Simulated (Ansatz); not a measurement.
# GeCl2 (model cell, started as rutile): a soft mode frozen in

Wanted: the energy along a soft mode of GeCl2 (model cell, started as rutile) and the structure at the end.

Method: DFT r2SCAN, scalar-relativistic, plane waves, PAW, in Ansatz 0.2.0.

This is a report of a sequence of runs, with most program output left out.

The structure was built from a prototype and need not be the compound's stable phase.

### 1. The structure

It takes space group P4_2/mnm (No. 136, tetragonal). The conventional cell has a = 6.321 Å, b = 6.321 Å, c = 3.945 Å, α = 90.00°, β = 90.00°, γ = 90.00°. Ge has 6 Cl at 2.67 Å nearest. Cl has 3 Ge at 2.67 Å nearest. Farther neighbours and most contacts between anions are not listed.

### 2. The dispersion

The cell comes from relaxations at this level that are not shown. The mesh has a single point along some directions, so zone-edge points there are not solved. Linear response on a 1×1×2 q mesh gives force constants as far as a supercell of that size would, and the tensors from the zone-centre run are typed in so that the long-range dipole term is interpolated apart.

Contents of input.yaml:

```yaml
crystal:
  lattice:
    - [6.3207850091, 0.0, 0.0]
    - [0.0, 6.3207850091, 0.0]
    - [0.0, 0.0, 3.9452370847]
  atoms:
    - { symbol: Ge, position: [0.0, 0.0, 0.0] }
    - { symbol: Ge, position: [0.5, 0.5, 0.5] }
    - { symbol: Cl, position: [0.2986439101, 0.2986439101, 0.0] }
    - { symbol: Cl, position: [0.7013560899, 0.7013560899, 0.0] }
    - { symbol: Cl, position: [0.7986439101, 0.2013560899, 0.5] }
    - { symbol: Cl, position: [0.2013560899, 0.7986439101, 0.5] }
kpoints:
  mp_grid: { grid: [4, 4, 8] }
hamiltonian:
  xc: r2scan
scf:
  occupations: { method: fixed }
output:
  eigenvalues: true
phonons:
  method: dfpt
  qmesh: [1, 1, 2]
  temperatures: { t_max: 1000, t_step: 50 }
  qpath:
    path:
      - [[0.0, 0.0, 0.0], [0.0, 0.5, 0.0], [0.5, 0.5, 0.0], [0.0, 0.0, 0.0], [0.0, 0.0, 0.5], [0.0, 0.5, 0.5], [0.5, 0.5, 0.5], [0.0, 0.0, 0.5]]
      - [[0.0, 0.5, 0.0], [0.0, 0.5, 0.5]]
      - [[0.5, 0.5, 0.0], [0.5, 0.5, 0.5]]
    npoints: 10
  non_analytic_term:
    high_frequency_dielectric_tensor: [[5.5075, 0.0, 0.0], [0.0, 5.5075, 0.0], [0.0, 0.0, 5.1782]]
    born_effective_charges:
      - { species: Ge, tensor: [[4.0385, 0.7144, 0.0], [0.7144, 4.0385, 0.0], [0.0, 0.0, 4.1972]] }
      - { species: Ge, tensor: [[4.0385, -0.7144, 0.0], [-0.7144, 4.0385, 0.0], [0.0, 0.0, 4.1972]] }
      - { species: Cl, tensor: [[-2.0193, -1.7481, 0.0], [-1.7481, -2.0193, 0.0], [0.0, 0.0, -2.0986]] }
      - { species: Cl, tensor: [[-2.0193, -1.7481, 0.0], [-1.7481, -2.0193, 0.0], [0.0, 0.0, -2.0986]] }
      - { species: Cl, tensor: [[-2.0193, 1.7481, 0.0], [1.7481, -2.0193, 0.0], [0.0, 0.0, -2.0986]] }
      - { species: Cl, tensor: [[-2.0193, 1.7481, 0.0], [1.7481, -2.0193, 0.0], [0.0, 0.0, -2.0986]] }
    source: "zone-centre run at this cell"
```

Started as:

```sh
ansatz run input.yaml --threads 8 --pin off --max-ram 14336MiB --backend cpu --events-out ev --progress --plain --runs-dir out
```

Elapsed: 4.8 min, on 8 threads of Arm Neoverse N1, shared host; peak memory 3.6 GiB; 37 min of CPU time.

Numbers from this step:

```yaml
gap_on_the_k_mesh: 2.197 eV
volume_per_atom: 26.27 Å³
sum_rule_residual_before_enforcement: 1.31e-4 eV/Å²
point_group: 4/mmm
highest_optical_mode_at_the_zone_centre_no_lo_to_term: 246.9 cm⁻¹
lowest_optical_zone_centre_mode: -100.9 cm⁻¹
lowest_mode_on_the_q_mesh_acoustic_modes_at_gamma_apart: -104.7 cm⁻¹
highest_frequency_at_a_solved_wavevector_no_lo_to_term_at_gamma: 246.9 cm⁻¹
```

Frequencies (cm⁻¹) solved at each irreducible wavevector; negative means imaginary. Frequencies by wavevector, by row:

| q in reciprocal lattice units | star | mode 1 | mode 2 | mode 3 | mode 4 | mode 16 | mode 17 | mode 18 |
| --- | --- | --- | --- | --- | --- | --- | --- | --- |
| 0 0 0 | 1 | -100.9 | -100.9 | -98.5 | -19.1 | 177.7 | 199.1 | 246.9 |
| 0 0 -0.5 | 1 | -104.7 | -104.7 | 64.2 | 64.2 | 141.8 | 209.6 | 209.6 |

Symmetry leaves 2 wavevectors to solve. The lowest mode among them, the acoustic zeros apart, lies at q = (0, 0, -0.5) and is imaginary, 104.7i cm⁻¹, so the energy falls along it.

### 3. The mode frozen in, largest atomic shift 0 Å

The mode followed lies at Γ with frequency 100.9i cm⁻¹ and is 2-fold degenerate, one of the unstable modes though not the softest. At small amplitude the distorted cell has space group no. 38 by a symmetry search on the positions. The undistorted cell that holds it gives the zero of energy on the same k mesh.

input.yaml, the sections that differ from step 2:

```yaml
scf:
  occupations: { method: gaussian, width: 0.02 }
output:
  forces: true
  stress: true
  eigenvalues: true
# crystal, kpoints, hamiltonian: as in step 2
# phonons: removed
```

It took 4.5 s on 8 threads; peak memory 1 GiB.

Numbers from this step:

```
pressure                         : 0.001656 GPa
energy from the undistorted cell : 0 meV/atom
```

At this level the gap is 2.20 eV on the k-mesh of the self-consistent run, which can miss the band edges.

### 4. The mode frozen in, largest atomic shift 0.14 Å

The atoms are moved along the unstable eigenvector, the largest shift by 0.14 Å, with the cell fixed.

Contents of input.yaml:

```yaml
crystal:
  lattice:
    - [6.3207850091, 0.0, 0.0]
    - [0.0, 6.3207850091, 0.0]
    - [0.0, 0.0, 3.9452370847]
  atoms:
    - { symbol: Ge, position: [0.0023198966, -0.0023198966, 0.0] }
    - { symbol: Ge, position: [0.5113267734, 0.4886732266, 0.5] }
    - { symbol: Cl, position: [0.3003260661, 0.2969617541, 0.0] }
    - { symbol: Cl, position: [0.7030382459, 0.6996739339, 0.0] }
    - { symbol: Cl, position: [0.7829820976, 0.2170179024, 0.5] }
    - { symbol: Cl, position: [0.1856942775, 0.8143057225, 0.5] }
kpoints:
  mp_grid: { grid: [4, 4, 8] }
hamiltonian:
  xc: r2scan
scf:
  occupations: { method: gaussian, width: 0.02 }
output:
  forces: true
  stress: true
  eigenvalues: true
  write_density: true
  write_potential: true
  elf: true
  volumetric_format: npy
```

It took 9.6 s on 8 threads; peak memory 0.88 GiB.

This step gave:

```yaml
pressure: 0.5857 GPa
gap_on_the_k_mesh: 2.215 eV
energy_from_the_undistorted_cell: -3.947 meV/atom
```

The energy, extrapolated to zero smearing, is -3.95 meV/atom against the undistorted cell.

The run ends at a pressure of 0.59 GPa, with forces up to 0.077 eV/Å.

### 5. Energy along the mode, all amplitudes (two of the runs are shown above)

An imaginary frequency means negative curvature, so the energy should fall and then rise again as anharmonic terms take over.

Numbers from this step:

* depth at the lowest point sampled: 3.947 meV/atom
* largest atomic shift at that point: 0.14 Å

Table of energy from the parent by largest atomic shift:

| largest atomic shift (Å) | energy from the parent (meV/atom) |
| --- | --- |
| 0.000 | 0 |
| 0.040 | -0.536 |
| 0.080 | -1.91 |
| 0.140 | -3.95 |
| 0.220 | 0.266 |
| 0.320 | 39.7 |

Displacement at unit largest shift by atom:

| atom | x (Å) | y (Å) | z (Å) | size |
| --- | --- | --- | --- | --- |
| Ge1 | 0.105 | -0.105 | 0.000 | 0.148 |
| Ge2 | 0.511 | -0.511 | 0.000 | 0.723 |
| Cl3 | 0.076 | -0.076 | 0.000 | 0.107 |
| Cl4 | 0.076 | -0.076 | 0.000 | 0.107 |
| Cl5 | -0.707 | 0.707 | 0.000 | 1.000 |
| Cl6 | -0.707 | 0.707 | 0.000 | 1.000 |

The lowest of the steps tried is at 0.14 Å, 3.95 meV/atom below the parent; the bottom of the well need not coincide with a step.

### 6. Relaxation from the frozen mode

Starting from the lowest point found, all atoms and the cell are let go, so that strain and other modes of the same symmetry can join in.

input.yaml: that of step 4 with these lines changed.

```diff
@@ -17,3 +17,3 @@
 scf:
-  occupations: { method: gaussian, width: 0.02 }
+  occupations: { method: fixed }
 output:
@@ -22,5 +22,6 @@
   eigenvalues: true
-  write_density: true
-  write_potential: true
-  elf: true
-  volumetric_format: npy
+relax:
+  adjacent_minimum: "off"
+  f_tol: 0.002
+  max_steps: 120
+  cell: { stress_tol: 0.03 }
```

The job ended after 70 s (8 threads; peak memory 0.96 GiB; 9 min of CPU time).

The steps of the relaxation:

| step | energy less that of the first step (eV) | largest force component (eV/Å) | pressure (GPa) | volume (Å³) |
| --- | --- | --- | --- | --- |
| 1 | 0.0000 | 0.0653 | 0.59 | 157.62 |
| 2 | -0.0164 | 0.1227 | -0.14 | 161.45 |
| 3 | -0.0210 | 0.1121 | -0.20 | 162.35 |
| 4 | -0.0297 | 0.0221 | 0.08 | 163.19 |
| 5 | -0.0311 | 0.0137 | 0.00 | 164.50 |
| 6 | -0.0312 | 0.0032 | 0.01 | 164.69 |
| 7 | -0.0312 | 0.0026 | 0.00 | 164.75 |
| 8 | -0.0312 | 0.0001 | 0.00 | 164.75 |
| 9* | -0.0322 | 0.0001 | 0.00 | 164.75 |

Relaxation steps marked * repeat the geometry before them on a plane-wave basis chosen anew for their cell, so energy and pressure can jump there.

Forces are held to the 4 operations that the run works with; a distortion that breaks them can't arise in this run.

| conventional cell, symmetrised | before | after | change |
| --- | --- | --- | --- |
| a (Å) | 3.945 | 3.933 | -0.3 % |
| b (Å) | 8.939 | 8.958 | +0.2 % |
| c (Å) | 8.939 | 9.353 | +4.6 % |
| volume (Å³/atom) | 26.27 | 27.46 | +4.5 % |

The atoms that moved most (Å, as changes of fractional coordinates times the final cell):

| atom | dx | dy | dz | length |
| --- | --- | --- | --- | --- |
| Cl6 | -0.087 | 0.087 | 0.000 | 0.122 |
| Cl5 | -0.076 | 0.076 | 0.000 | 0.107 |
| Ge2 | 0.062 | -0.062 | 0.000 | 0.087 |
| Cl3 | 0.032 | -0.070 | 0.000 | 0.077 |
| Cl4 | 0.070 | -0.032 | 0.000 | 0.077 |

This step gave:

```
pressure          : 0.001122 GPa
gap on the k-mesh : 2.295 eV
volume per atom   : 27.46 Å³
```

The distorted start has space group Amm2; the relaxation ends in Amm2.

### 7. The new phase in its own primitive cell

The relaxed structure is symmetrised, reduced to its primitive cell and relaxed tightly, as its phonons need.

Contents of input.yaml:

```yaml
crystal:
  lattice:
    - [3.9331700764, 0.0, 0.0]
    - [0.0, 4.4787506656, 4.6762983701]
    - [0.0, -4.4787506656, 4.6762983701]
  atoms:
    - { symbol: Ge, position: [0.0, 0.0020234722, 0.0020234722] }
    - { symbol: Ge, position: [0.5, 0.5206527159, 0.5206527159] }
    - { symbol: Cl, position: [0.0, 0.305076849, 0.7137737088] }
    - { symbol: Cl, position: [0.0, 0.7137737088, 0.305076849] }
    - { symbol: Cl, position: [0.5, 0.7715627299, 0.7715627299] }
    - { symbol: Cl, position: [0.5, 0.1725978813, 0.1725978813] }
kpoints:
  mp_grid: { grid: [6, 4, 4] }
hamiltonian:
  xc: r2scan
scf:
  occupations: { method: fixed }
output:
  forces: true
  stress: true
  eigenvalues: true
relax:
  adjacent_minimum: "off"
  f_tol: 0.001
  max_steps: 60
  cell: { stress_tol: 0.01 }
```

Elapsed: 14 s, on 8 threads; peak memory 0.94 GiB.

Little changed from the start: no atom moved by 0.005 Å and no cell edge by 0.1 %.

This step gave:

```yaml
pressure: 0.001488 GPa
gap_on_the_k_mesh: 2.269 eV
direct_gap_on_mesh: 2.394 eV
```

The largest force component left is 0.20 meV/Å and the pressure is 0.001 GPa, within the tolerances set. The cell now holds 27.46 Å³/atom.

### 8. Modes of the new phase, k-mesh 6×4×4

A relaxed structure may still be a saddle point, so its zone-centre modes are computed. The response to a homogeneous field gives the Born charges and the dielectric tensor.

input.yaml: that of step 7 with these lines changed.

```diff
@@ -19,9 +19,6 @@
 output:
-  forces: true
-  stress: true
   eigenvalues: true
-relax:
-  adjacent_minimum: "off"
-  f_tol: 0.001
-  max_steps: 60
-  cell: { stress_tol: 0.01 }
+phonons:
+  method: dfpt
+  dielectric: true
+  rigid_motions: translations
```

Elapsed: 9.5 min, on 8 threads; peak memory 3.7 GiB; 73 min of CPU time.

This step gave:

| Quantity | Value |
| --- | --- |
| sum-rule residual before enforcement | 2.92e-4 eV/Å² |
| miss of the charge sum rule | 0.01760 e |
| estimated error of the dielectric tensor | 0.02214 |
| estimated error of the Born charges | 0.03272 e |
| point group | mm2 |
| highest optical mode at the zone centre (no LO-TO term) | 277.4 cm⁻¹ |
| lowest optical zone-centre mode | -113.3 cm⁻¹ |
| mean high-frequency dielectric constant | 4.780 |
| largest Born charge (third of the trace) | 3.796 e |
| top of the zone-centre spectrum with the field | 309.6 cm⁻¹ |

Without the LO-TO term. Patterns of degenerate modes are one choice out of their space. Modes at Γ, with each element's share of the kinetic energy (negative means imaginary):

| mode | frequency (cm⁻¹) | symmetry | Ge % | Cl % |
| --- | --- | --- | --- | --- |
| 1 | -113.3 | B2 | 38 | 62 |
| 2 | -72.1 | B1 | 74 | 26 |
| 3 | -28.8 | B2 | 0 | 100 |
| 4 | 0.0 | acoustic | 51 | 49 |
| 5 | 0.0 | acoustic | 51 | 49 |
| 6 | 0.0 | acoustic | 51 | 49 |
| 7 | 59.9 | B1 | 52 | 48 |
| 8 | 74.4 | A1 | 19 | 81 |
| 9 | 77.3 | B1 | 23 | 77 |
| 10 | 91.8 | B2 | 18 | 82 |
| 11 | 105.7 | B2 | 5 | 95 |
| 12 | 122.2 | A1 | 61 | 39 |
| 13 | 130.4 | B1 | 1 | 99 |
| 14 | 143.9 | A2 | 0 | 100 |
| 15 | 178.7 | B2 | 88 | 12 |
| 16 | 183.2 | A1 | 27 | 73 |
| 17 | 220.5 | A1 | 19 | 81 |
| 18 | 277.4 | A1 | 23 | 77 |

Displacements in mode 1 (-113.3 cm⁻¹), the largest set to 1:
```
Ge1  0.00  0.73  0.00
Ge2  0.00  0.23  0.00
Cl3  0.00 -1.00 -0.09
Cl4  0.00 -1.00  0.09
Cl5  0.00  0.00  0.00
Cl6  0.00  0.02  0.00
```

Displacements in mode 14 (143.9 cm⁻¹), the largest set to 1:
```
Ge1  0.00  0.00  0.00
Ge2  0.00  0.00  0.00
Cl3  1.00  0.00  0.00
Cl4 -1.00  0.00  0.00
Cl5  0.00  0.00  0.00
Cl6  0.00  0.00  0.00
```

Optical modes at the zone centre, without and with the macroscopic field of the longitudinal modes; each column is sorted by frequency, so a row need not hold one and the same mode. Modes with and without the field, by row:

| rank among optical modes | no field (cm⁻¹) | q along (1, 0, 0) (cm⁻¹) | q along (0, 1, 0) (cm⁻¹) | q along (0, 0, 1) (cm⁻¹) |
| --- | --- | --- | --- | --- |
| 1 | -113.3 | -113.3 | -72.1 | -113.3 |
| 2 | -72.1 | -70.2 | -29 | -72.1 |
| 3 | -28.8 | -28.8 | 59.9 | -28.8 |
| 4 | 59.9 | 74.4 | 74.4 | 59.9 |
| 5 | 74.4 | 76.8 | 77.3 | 75.6 |
| 6 | 77.3 | 91.8 | 90.1 | 77.3 |
| 7 | 91.8 | 105.7 | 105.5 | 91.8 |
| 8 | 105.7 | 122.2 | 122.2 | 105.7 |
| 9 | 122.2 | 129.4 | 130.4 | 123.4 |
| 10 | 130.4 | 143.9 | 143.9 | 130.4 |
| 11 | 143.9 | 178.7 | 171.3 | 143.9 |
| 12 | 178.7 | 183.2 | 183.2 | 178.7 |
| 13 | 183.2 | 220.5 | 220.5 | 214.9 |
| 14 | 220.5 | 244.8 | 256.8 | 255 |
| 15 | 277.4 | 277.4 | 277.4 | 309.6 |

Born charge (rows field, columns displacement) (e), principal values of the symmetric part by kind of site:

| atom | atoms with these values | low | middle | high | mean |
| --- | --- | --- | --- | --- | --- |
| Ge1 | 1 | 2.56 | 3.87 | 4.95 | 3.80 |
| Ge2 | 1 | 3.26 | 3.41 | 3.97 | 3.55 |
| Cl3 | 2 | -3.90 | -1.98 | -0.27 | -2.05 |
| Cl5 | 1 | -3.54 | -1.05 | -0.25 | -1.61 |
| Cl6 | 1 | -2.84 | -1.70 | -0.34 | -1.63 |

In full for Cl5:

```
-1.05  0.00  0.00
 0.00 -0.25  0.00
 0.00  0.00 -3.54
```

High-frequency dielectric tensor:

```
4.79 0.00 0.00
0.00 5.34 0.00
0.00 0.00 4.21
```

Transverse modes; imaginary modes are left out. Lines of the infrared spectrum (strongest = 100):

| position (cm⁻¹) | label | relative intensity |
| --- | --- | --- |
| 60 | B1 | 100 |
| 74 | A1 | 0.8 |
| 77 | B1 | 3.2 |
| 92 | B2 | 1.6 |
| 106 | B2 | 0.2 |
| 122 | A1 | 1.5 |
| 130 | B1 | 1.5 |
| 144 | A2 | 0.0 |
| 179 | B2 | 4.3 |
| 183 | A1 | 63 |
| 220 | A1 | 7.4 |
| 277 | A1 | 10 |

Before it was imposed, the acoustic sum rule was missed by 2.9e-4 eV/Å² and the charge sum rule by 0.018 e. Small misses are needed for a sound result but don't prove that mesh and cutoff are converged. The lowest optical mode is imaginary, 113.3i cm⁻¹, so the energy falls along it.

The log warns of the k mesh: “the force constants stand on the 6×4×4 k-mesh, whose period is 13.68 times the interband length at k = (-0.5000, 0.0000, -0.5000), direct gap 3.048 eV, under 14: take them and everything formed from them as unconverged”.

### 9. What came out

| Property | Result |
| --- | --- |
| unstable mode of the parent | q = (0, 0, 0), 101i cm⁻¹ |
| depth at the lowest point sampled | 3.95 meV/atom |
| largest atomic shift at that point | 0.14 Å |
| space group reached (within 0.01 Å) | Amm2 |
| energy gained over the parent (first relaxation, on the mesh of the frozen mode) | 9.32 meV/atom |
| volume per atom, phase reached | 27.5 Å³ |
| gap on the k-mesh, phase reached | 2.27 eV |
| lowest optical zone-centre mode, phase reached | -113 cm⁻¹ |
| highest optical mode at the zone centre (no LO-TO term), phase reached | 277 cm⁻¹ |

Along this mode the structure falls into Amm2, 9.32 meV/atom below the parent. At the parent's cell the well is 3.947 meV/atom deep on the steps tried, with its lowest point at a shift of 0.14 Å. Relaxing atoms and cell changes the gain by +5.37 meV/atom against the lowest step (energies at zero smearing). The new phase still has an imaginary mode at the zone centre of its cell, so it is a saddle point on the way to a lower structure. Of the 6 patterns followed to their end from this parent, this one ends 43.1 meV/atom above the lowest, P4_12_12. Each path keeps the symmetry of its pattern, so a lower phase may lie along a pattern not tried. With the field response the log warns that the k mesh is coarse for the force constants too, so the frequencies may not be converged. The q mesh is too sparse to interpolate, so only the solved wavevectors are given. The program warns that the interpolation holds no quadrupole term, so branches close to Γ can be off in this crystal. The starting cell was built on a prototype and not taken from a measurement, so the phase need not exist.

[Logs are printed without paths, hosts, clocks, repeated set-up lines and the standing remarks that a program may print on its own settings, such as how far it seeks lower states.]

[Hosts, paths, dates, database ids (printed as entryN), source tags and the programs' standing remarks are cut or masked in the printed files.]
